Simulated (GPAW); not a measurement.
**GaN (F-43m): ε∞ against the local-field cutoff**

The size of the dielectric matrix of GaN (F-43m) is raised step by step, on the same bands.

Cell: a, b, c = 3.187, 3.187, 3.187 Å (primitive vectors), 2 atoms.

Method: GPAW 26.7.0, PBE, RPA, k-mesh 13×13×13, Lorentzian half width 0.15 eV.

Launch of the response step: `OMP_NUM_THREADS=1 python df.py`. The series took 54 s in all, its band step included, on 1 thread of Arm Neoverse V1 (shared host).

| cutoff (eV) | time of the step (s) | ε∞ |
| --- | --- | --- |
| 40 | 5 | 5.8244 |
| 60 | 5 | 5.7402 |
| 100 | 5 | 5.6174 |
| 150 | 8 | ? |

The number of plane waves grows as cutoff^(3/2); a common extrapolation takes the result as linear in its inverse.

Working, on the rows shown:

| x = cutoff^(−3/2) (eV^−3/2) | y = ε∞ |
| --- | --- |
| 0.00395285 | 5.8244 |
| 0.00215166 | 5.7402 |
| 0.001 | 5.6174 |

Means: x̄ = 0.0023682, ȳ = 5.7273. Σ(x − x̄)(y − ȳ) = 0.0003014, Σ(x − x̄)² = 4.430e-06. Slope = 0.0003014 / 4.430e-06 = 68.05; intercept = ȳ − slope · x̄ = 5.5662. The line misses the rows shown by at most 0.028.

Problem. Fill in the last column of the withheld row.

Solution. At x = 0.00054433 the line gives y = 5.6032. The run gave 5.5767, so the extrapolation is off by 0.027, 11 % of the range in the table. The law describes these rows poorly: it misses even the rows shown by over a tenth of the range.

Refitted with all rows, the slope is 73.29 and the intercept 5.5495. The line reaches 5.550 at infinite cutoff, 0.5 % from the last run, while the last two runs differ by 0.72 %. ε∞ moves in steps as shells of reciprocal vectors enter, so the limit is good only to about the larger of these. Excitons are left out; PBE gaps are as a rule too small. The values come from a sum over the points of one k-mesh and carry its error, which grows as the direct gap shrinks. The local-field cutoff holds few shells of reciprocal vectors for this small cell, so ε∞ can read a few per cent high. Spin-orbit coupling is left out.
